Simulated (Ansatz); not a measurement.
# Sr3AlN3 (P6_3/m): the gap up the ladder of methods, part 2 of 3

What gap does each level of theory give for Sr3AlN3 (P6_3/m), and in what time?

Ansatz 0.2.0; density functionals, hybrids and G0W0, plane waves, PAW. Known limits of the many-body steps: finite bands, screening cutoff and k mesh; no spin-orbit coupling in G0W0.

So far. Step 5 (PBE+SOC on the 6×6×4 mesh): Over mesh and listed points the gap is 0.495 eV, direct, at k = Γ. PBE+SOC against PBE: 0.495 − 0.498 = −0.003 eV, with the same mesh, set of files (read in its fully relativistic form for the spin-orbit run) and cutoff, and both edges at the same k points. The spin-orbit run sees mesh and listed points alone, so its gap is an upper bound: the coupling can move an edge off these points, and the change over the zone, its sign included where it is small, is not known.

In doubt: masses and optical values from hybrid runs of this build are listed as unsure (step 11), which bears on the screening that GW takes from such a start.

## Step 7: HSE06 on the 3×3×4 mesh

HSE06 mixes in a quarter of exact exchange at short range.

This step: DFT, HSE06, plane waves, PAW; PAW set soft_1.

Contents of input.yaml:

```yaml
crystal:
  lattice:
    - [7.6614142586, 0.0, 0.0]
    - [-3.8307071293, 6.6349793769, 0.0]
    - [0.0, 0.0, 5.395857]
  atoms:
    - { symbol: Sr, position: [0.927824, 0.640649, 0.25] }
    - { symbol: Sr, position: [0.712825, 0.072176, 0.25] }
    - { symbol: Sr, position: [0.359351, 0.287175, 0.25] }
    - { symbol: Sr, position: [0.072176, 0.359351, 0.75] }
    - { symbol: Sr, position: [0.287175, 0.927824, 0.75] }
    - { symbol: Sr, position: [0.640649, 0.712825, 0.75] }
    - { symbol: Al, position: [0.66666667, 0.33333333, 0.75] }
    - { symbol: Al, position: [0.33333333, 0.66666667, 0.25] }
    - { symbol: "N", position: [0.893933, 0.589504, 0.75] }
    - { symbol: "N", position: [0.695571, 0.106067, 0.75] }
    - { symbol: "N", position: [0.410496, 0.304429, 0.75] }
    - { symbol: "N", position: [0.106067, 0.410496, 0.25] }
    - { symbol: "N", position: [0.304429, 0.893933, 0.25] }
    - { symbol: "N", position: [0.589504, 0.695571, 0.25] }
kpoints:
  mp_grid: { grid: [3, 3, 4] }
  band_path:
    path:
      - [0.0, 0.0, 0.0]
      - [0.5, 0.0, 0.0]
      - [0.33333333, 0.33333333, 0.0]
      - [0.0, 0.0, 0.5]
      - [0.5, 0.0, 0.5]
      - [0.33333333, 0.33333333, 0.5]
    npoints: 1
hamiltonian:
  xc: hse06
  pseudopotentials: { kind: paw, azcp: { folder: soft_1 } }
scf:
  occupations: { method: fixed }
  n_extra_bands: 8
output:
  eigenvalues: true
```

Started as:

```bash
ansatz run input.yaml --threads 2 --pin off --max-ram 92160MiB --backend cuda --events-out ev --progress --plain --runs-dir out --devices 1 --max-vram 13GiB
```

Numbers of over 12 decimals in the logs are rounded to 6 here.

Log:

```text
[...]
GPUs: using 1 of 1 available (devices: 1).
[...]
davidson cushion auto → on  (no smearing: the cushion is to keep the highest requested band from converging to the state above it; pin scf.eigensolver.cushion to override)
[...]
GPU FFT provider: cuFFT
GPU libraries: cuBLAS 13.8.2, cuFFT 12.4.0, cuSOLVER 12.3.4
Crystal: 14 atoms, lattice volume = 274.289 Å³
Basis set: ecut = 420 eV, 5329 PW (Γ)
[...]
E sigma→0 (E₀):  -24670.518838 eV
Fermi energy:    6.610204 eV
[...]
--- Band table (eV; the first three rows and the last of 9) ---
  k-point 0: bands = [... 44 lower, 6.2687, 6.5302, 6.5302, 6.5662, 7.9458, 9.8410, 9.8894, 10.2547, ... 4 higher]
  k-point 1: bands = [... 44 lower, 6.2138, 6.2138, 6.2452, 6.4532, 8.6302, 9.6006, 9.9273, 10.3239, ... 4 higher]
  k-point 2: bands = [... 44 lower, 6.0786, 6.0786, 6.2784, 6.2784, 9.4024, 9.4024, 9.9340, 9.9340, ... 4 higher]
  k-point 8: bands = [... 44 lower, 6.0031, 6.0031, 6.0444, 6.0444, 9.5397, 9.5397, 10.1590, 10.1590, ... 4 higher]
[key lines of the parts left out:]
Free energy (F): -24670.518838 eV
```

Elapsed: 47 s, on 1 × NVIDIA H100 80GB HBM3 (shared by 6 runs) with 2 threads of AMD EPYC 7R13 (Zen 3), shared host; peak memory 1.6 GiB.

This step gave:

* gap: 1.336 eV
* valence top at: K
* conduction bottom at: Γ
* least direct gap: 1.380 eV
* exact-exchange fraction: 0.25

Over mesh and listed points the gap is 1.336 eV, from k = (0.333, 0.333, 0.000) to k = Γ. The least direct gap found is 1.380 eV, at k = Γ. HSE06 against PBE: 1.336 − 0.498 = +0.838 eV. The runs also differ in mesh (6×6×4 and 3×3×4), and the valence top lies at another k point, so how much of this comes from the functional alone is not known.

## Step 8: PBE0 on the 3×3×4 mesh

PBE0 mixes in a quarter of exact exchange at all distances.

This step: DFT, PBE0, plane waves, PAW; PAW set soft_1.

input.yaml: that of step 7 with these lines changed.

```diff
@@ -32,3 +32,3 @@
 hamiltonian:
-  xc: hse06
+  xc: pbe0
   pseudopotentials: { kind: paw, azcp: { folder: soft_1 } }
@@ -39 +39,5 @@
   eigenvalues: true
+  write_density: true
+  write_potential: true
+  elf: true
+  volumetric_format: npy
```

Log:

```text
[...]
GPUs: using 1 of 1 available (devices: 1).
[...]
GPU FFT provider: cuFFT
GPU libraries: cuBLAS 13.8.2, cuFFT 12.4.0, cuSOLVER 12.3.4
Crystal: 14 atoms, lattice volume = 274.289 Å³
Basis set: ecut = 420 eV, 5329 PW (Γ)
Bands: 56, of which v1, the nominal top of the filled ones, is band 48 counted from 1 (47 counted from 0)
Symmetry: 12 space group operations
[...]
k-points: 9 of 36
[...]
Fermi energy:    6.236112 eV
[...]
--- Band table (eV; the first three rows and the last of 9) ---
  k-point 0: bands = [... 44 lower, 5.8824, 6.1513, 6.1513, 6.1873, 8.2265, 10.1887, 10.2313, 10.5930, ... 4 higher]
  k-point 1: bands = [... 44 lower, 5.8297, 5.8297, 5.8577, 6.0705, 8.9331, 9.9449, 10.2705, 10.6705, ... 4 higher]
  k-point 2: bands = [... 44 lower, 5.6951, 5.6951, 5.8903, 5.8903, 9.7476, 9.7476, 10.2573, 10.2573, ... 4 higher]
  k-point 8: bands = [... 44 lower, 5.6125, 5.6125, 5.6567, 5.6567, 9.8878, 9.8878, 10.4961, 10.4961, ... 4 higher]
[key lines of the parts left out:]
Free energy (F): -24670.076975 eV
```

Elapsed: 51 s, on 1 × NVIDIA H100 80GB HBM3 (shared by 6 runs) with 2 threads; peak memory 1.6 GiB.

This step gave:

```
gap                     : 1.990 eV
valence top at          : K
conduction bottom at    : Γ
least direct gap        : 2.039 eV
exact-exchange fraction : 0.25
```

Over mesh and listed points the gap is 1.990 eV, from k = (0.333, 0.333, 0.000) to k = Γ. The least direct gap found is 2.039 eV, at k = Γ. PBE0 against HSE06: 1.990 − 1.336 = +0.654 eV, with the same mesh, files and cutoff, and both edges at the same k points.

## Step 9: DDH-PBE0 on the 3×3×4 mesh

The input asks for a share of exact exchange of one over the crystal's ε∞, which the program works out first.

This step: DFT, dielectric-dependent PBE0 (fraction 1/eps_inf of PBE), plane waves, PAW; PAW set soft_1.

input.yaml: that of step 8 with these lines changed.

```diff
@@ -20,2 +20,3 @@
     - { symbol: "N", position: [0.589504, 0.695571, 0.25] }
+  host: atoms
 kpoints:
@@ -32,3 +33,6 @@
 hamiltonian:
-  xc: pbe0
+  xc:
+    exchange: pbe
+    correlation: pbe
+    exx: { coeff: inverse_dielectric }
   pseudopotentials: { kind: paw, azcp: { folder: soft_1 } }
@@ -39,5 +43 @@
   eigenvalues: true
-  write_density: true
-  write_potential: true
-  elf: true
-  volumetric_format: npy
```

Log:

```text
[...]
the fraction of exact exchange is that of a crystal of Sr6Al2N6
GPUs: using 1 of 1 available (devices: 1).
[...]
a weight of exact exchange comes from the crystal, and the text's number only plans the run
Solving k-mesh 6×6×4 for the fraction of exact exchange
[...]
Fermi energy:    6.649934 eV
[...]
--- Band table (eV; the first three rows and the last of 9) ---
  k-point 0: bands = [... 44 lower, 6.3427, 6.5730, 6.5730, 6.6327, 8.0220, 9.9220, 9.9586, 10.3263, ... 4 higher]
  k-point 1: bands = [... 44 lower, 6.2709, 6.2709, 6.3160, 6.5179, 8.7168, 9.6867, 10.0063, 10.3831, ... 4 higher]
  k-point 2: bands = [... 44 lower, 6.1443, 6.1443, 6.3453, 6.3453, 9.4881, 9.4881, 10.0050, 10.0050, ... 4 higher]
  k-point 8: bands = [... 44 lower, 6.0726, 6.0726, 6.1049, 6.1049, 9.6273, 9.6273, 10.2303, 10.2303, ... 4 higher]
[key lines of the parts left out:]
Free energy (F): -24664.108341 eV
```

Wall time 3.7 min (1 × NVIDIA H100 80GB HBM3 (shared by 6 runs) with 2 threads); peak memory 6.2 GiB.

This step gave:

```yaml
gap: 1.372 eV
valence_top_at: K
conduction_bottom_at: Γ
least_direct_gap: 1.389 eV
exact_exchange_fraction: 0.1494
```

Over mesh and listed points the gap is 1.372 eV, from k = (0.333, 0.333, 0.000) to k = Γ. The least direct gap found is 1.389 eV, at k = Γ. DDH-PBE0 against PBE0: 1.372 − 1.990 = −0.618 eV, with the same mesh, files and cutoff, and both edges at the same k points.

## Step 10: G0W0@PBE, 3×3×4 mesh, 1031 empty bands, screening to 140 eV, PAW set soft_1 files

G0W0 replaces the xc potential by a self-energy built once from the orbitals of the start. Levels are corrected in the window of bands that the input names, at points of the mesh.

This step: G0W0 on PBE, plane waves, PAW; PAW set soft_1.

input.yaml: that of step 9 with these lines changed.

```diff
@@ -20,19 +20,6 @@
     - { symbol: "N", position: [0.589504, 0.695571, 0.25] }
-  host: atoms
 kpoints:
   mp_grid: { grid: [3, 3, 4] }
-  band_path:
-    path:
-      - [0.0, 0.0, 0.0]
-      - [0.5, 0.0, 0.0]
-      - [0.33333333, 0.33333333, 0.0]
-      - [0.0, 0.0, 0.5]
-      - [0.5, 0.0, 0.5]
-      - [0.33333333, 0.33333333, 0.5]
-    npoints: 1
 hamiltonian:
-  xc:
-    exchange: pbe
-    correlation: pbe
-    exx: { coeff: inverse_dielectric }
+  xc: pbe
   pseudopotentials: { kind: paw, azcp: { folder: soft_1 } }
@@ -40,4 +27,7 @@
   occupations: { method: fixed }
-  n_extra_bands: 8
-output:
-  eigenvalues: true
+gw:
+  n_empty_bands: 1031
+  ecut_chi: 140.0
+  qp_bands: [v4, c4]
+  qp_kpoints: band_edges
+  screening: { model: contour_deformation }
```

Log:

```text
GPUs: using 1 of 1 available (devices: 1).
[...]
GPU FFT provider: cuFFT
GPU libraries: cuBLAS 13.8.2, cuFFT 12.4.0, cuSOLVER 12.3.4
Crystal: 14 atoms, lattice volume = 274.289 Å³
Basis set: ecut = 420 eV, 5329 PW (Γ)
Bands: 62, of which v1, the nominal top of the filled ones, is band 48 counted from 1 (47 counted from 0)
Symmetry: 12 space group operations
[...]
k-points: 9 of 36
[...]
0    52      9.9305    -5.2965    -4.0461    -9.3903  0.7098     9.9784     9.9781  root
[...]
8    49      9.2469    -6.9834    -3.8266   -11.0075  0.7237     9.4467     9.4444  root
     8    50      9.2469    -6.9834    -3.8266   -11.0075  0.7237     9.4467     9.4444  root
     8    51      9.8341    -5.3487    -3.8612    -9.3265  0.7284     9.9516     9.9507  root
     8    52      9.8341    -5.3487    -3.8612    -9.3265  0.7284     9.9516     9.9507  root
[key lines of the parts left out:]
SCF converged after 9 iterations
Free energy (F): -24655.477666 eV
Fermi energy:    7.260647 eV
```

Run time: 69 s. Hardware: 1 × NVIDIA H100 80GB HBM3 (shared by 6 runs) with 2 threads; peak memory 3.9 GiB; 1.9 min of CPU time.

This step gave:

| Quantity | Value |
| --- | --- |
| bands summed | 1079 |
| RPA ε∞ on this mesh (eigenvalues) | 4.902, 8.574, 8.574 |
| plane waves in the screening matrix | 1037 |
| G0W0 gap over the corrected points | 0.9319 eV |
| k of the valence top | 0, 0, 0 |
| k of the conduction bottom | 0, 0, 0 |
| starting gap on the mesh | 0.4963 eV |
| Z at the valence top | 0.6738 |
| Z at the conduction bottom | 0.7515 |
| least direct G0W0 gap over the corrected points | 0.9319 eV |

Over all 9 irreducible mesh points the G0W0 gap is 0.932 eV, direct, at k = Γ. The PBE gap of this run on the mesh is 0.496 eV. The two states that bound the G0W0 gap lie that far apart at the start, so the correction of the gap is 0.932 − 0.496 = +0.436 eV.

## Step 11: G0W0@HSE06, 3×3×4 mesh, 1031 empty bands, screening to 140 eV, PAW set soft_1 files

This step: G0W0 on HSE06, plane waves, PAW; PAW set soft_1.

input.yaml: that of step 10 with these lines changed.

```diff
@@ -23,3 +23,3 @@
 hamiltonian:
-  xc: pbe
+  xc: hse06
   pseudopotentials: { kind: paw, azcp: { folder: soft_1 } }
```

Log:

```text
GPUs: using 1 of 1 available (devices: 1).
[...]
GPU FFT provider: cuFFT
GPU libraries: cuBLAS 13.8.2, cuFFT 12.4.0, cuSOLVER 12.3.4
Crystal: 14 atoms, lattice volume = 274.289 Å³
Basis set: ecut = 420 eV, 5329 PW (Γ)
Bands: 62, of which v1, the nominal top of the filled ones, is band 48 counted from 1 (47 counted from 0)
Symmetry: 12 space group operations
[...]
k-points: 9 of 36
[...]
0    51      9.8894    -5.3159    -3.6511    -9.1061  0.8015    10.0289    10.0285  root
     0    52     10.2546    -4.8814    -3.7781    -8.6427  0.7765    10.2378    10.2378  root
[...]
8    49      9.5397    -6.4039    -3.6633   -10.2122  0.7832     9.6851     9.6847  root
     8    50      9.5397    -6.4039    -3.6633   -10.2122  0.7832     9.6851     9.6847  root
     8    51     10.1590    -4.8341    -3.6025    -8.4756  0.7902    10.1980    10.1979  root
     8    52     10.1590    -4.8341    -3.6025    -8.4756  0.7902    10.1980    10.1979  root
[key lines of the parts left out:]
Free energy (F): -24670.518838 eV
Fermi energy:    6.610156 eV
```

Elapsed: 3.4 min, on 1 × NVIDIA H100 80GB HBM3 (shared by 6 runs) with 2 threads; peak memory 4.3 GiB; 4.6 min of CPU time.

Numbers from this step:

```yaml
bands_summed: 1079
rpa_eps_infinity_on_this_mesh_eigenvalues: 3.844, 4.851, 4.851
plane_waves_in_the_screening_matrix: 1037
g0w0_gap_over_the_corrected_points: 1.486 eV
k_of_the_valence_top: 0, 0, 0
k_of_the_conduction_bottom: 0, 0, 0
starting_gap_on_the_mesh: 1.336 eV
z_at_the_valence_top: 0.7356
z_at_the_conduction_bottom: 0.8079
least_direct_g0w0_gap_over_the_corrected_points: 1.486 eV
```

Over all 9 irreducible mesh points the G0W0 gap is 1.486 eV, direct, at k = Γ. The HSE06 gap of this run on the mesh is 1.336 eV. Other states bound it: the two that bound the G0W0 gap lie 1.380 eV apart in HSE06, so state for state the correction is 1.486 − 1.380 = +0.106 eV, while gap against gap it is 1.486 − 1.336 = +0.150 eV. G0W0@HSE06 against G0W0@PBE with 1079 bands: 1.486 − 0.932 = +0.554 eV, with the same mesh, files and cutoffs, and both edges at the same k points.

## Step 12: G0W0@LDA, 3×3×4 mesh, 1031 empty bands, screening to 140 eV, PAW set soft_1 files

This step: G0W0 on LDA, plane waves, PAW; PAW set soft_1.

input.yaml: that of step 11 with these lines changed.

```diff
@@ -23,4 +23,4 @@
 hamiltonian:
-  xc: hse06
-  pseudopotentials: { kind: paw, azcp: { folder: soft_1 } }
+  xc: lda
+  pseudopotentials: { kind: paw, azcp: { folder: soft_1 }, xc_functional: pbe }
 scf:
```

Log:

```text
GPUs: using 1 of 1 available (devices: 1).
[...]
GPU FFT provider: cuFFT
GPU libraries: cuBLAS 13.8.2, cuFFT 12.4.0, cuSOLVER 12.3.4
Crystal: 14 atoms, lattice volume = 274.289 Å³
Basis set: ecut = 420 eV, 5329 PW (Γ)
Bands: 62, of which v1, the nominal top of the filled ones, is band 48 counted from 1 (47 counted from 0)
Symmetry: 12 space group operations
[...]
k-points: 9 of 36
[...]
7    52      9.7945    -5.1968    -4.2679    -9.9231  0.7335    10.2732    10.2530  root ?
[...]
8    49      8.8472    -7.0165    -3.9582   -11.3928  0.7198     9.2840     9.2653  root
     8    50      8.8472    -7.0165    -3.9582   -11.3928  0.7198     9.2840     9.2653  root
     8    51      9.4272    -5.4272    -4.0000    -9.8108  0.7246     9.8249     9.8107  root
     8    52      9.4272    -5.4272    -4.0000    -9.8108  0.7246     9.8249     9.8107  root
[key lines of the parts left out:]
SCF converged after 9 iterations
Free energy (F): -23947.902139 eV
Fermi energy:    6.913582 eV
```

The job ended after 98 s (1 × NVIDIA H100 80GB HBM3 (shared by 6 runs) with 2 threads; peak memory 3.9 GiB).

Numbers from this step:

* bands summed: 1079
* RPA ε∞ on this mesh (eigenvalues): 5.062, 9.229, 9.229
* plane waves in the screening matrix: 1037
* G0W0 gap over the corrected points: 1.006 eV
* k of the valence top: 0, 0, 0
* k of the conduction bottom: 0, 0, 0
* starting gap on the mesh: 0.4458 eV
* Z at the valence top: 0.6706
* Z at the conduction bottom: 0.7468
* least direct G0W0 gap over the corrected points: 1.006 eV

Over all 9 irreducible mesh points the G0W0 gap is 1.006 eV, direct, at k = Γ. The LDA gap of this run on the mesh is 0.446 eV. The two states that bound the G0W0 gap lie that far apart at the start, so the correction of the gap is 1.006 − 0.446 = +0.560 eV. G0W0@LDA against G0W0@HSE06 with 1079 bands: 1.006 − 1.486 = −0.480 eV, with the same mesh, files and cutoffs, and both edges at the same k points. The program marks 3 of the 72 corrected levels as in doubt (Σc rises), neither edge state among them.

[end of part 2 of 3]

[Paths, hosts, dates, memory and timing lines, banners, echoed tables and standing remarks are left out of the program output.]

[Logs are printed without paths, hosts, clocks, repeated set-up lines and the standing remarks that a program may print on its own settings, such as how far it seeks lower states.]

[Runs of the session that timed out or met a known fault of the program may be left out.]

[Cells called generated may have been cut or substituted from an entry of the Crystallography Open Database or the Materials Project.]

[Hosts, paths, dates, database ids (printed as entryN), source tags and the programs' standing remarks are cut or masked in the printed files.]

[Where an RPA ε∞ is given, it is that of the G0W0 mesh and is not shown converged in it. Names of k-points follow the symmetry that the program found, which can be lower than the space group named. Band edges on a path are those of the sampled points; other points can move an edge, and change direct to indirect where valleys lie close.]

[Hybrid gaps are those of their k-mesh and are not shown converged in it.]
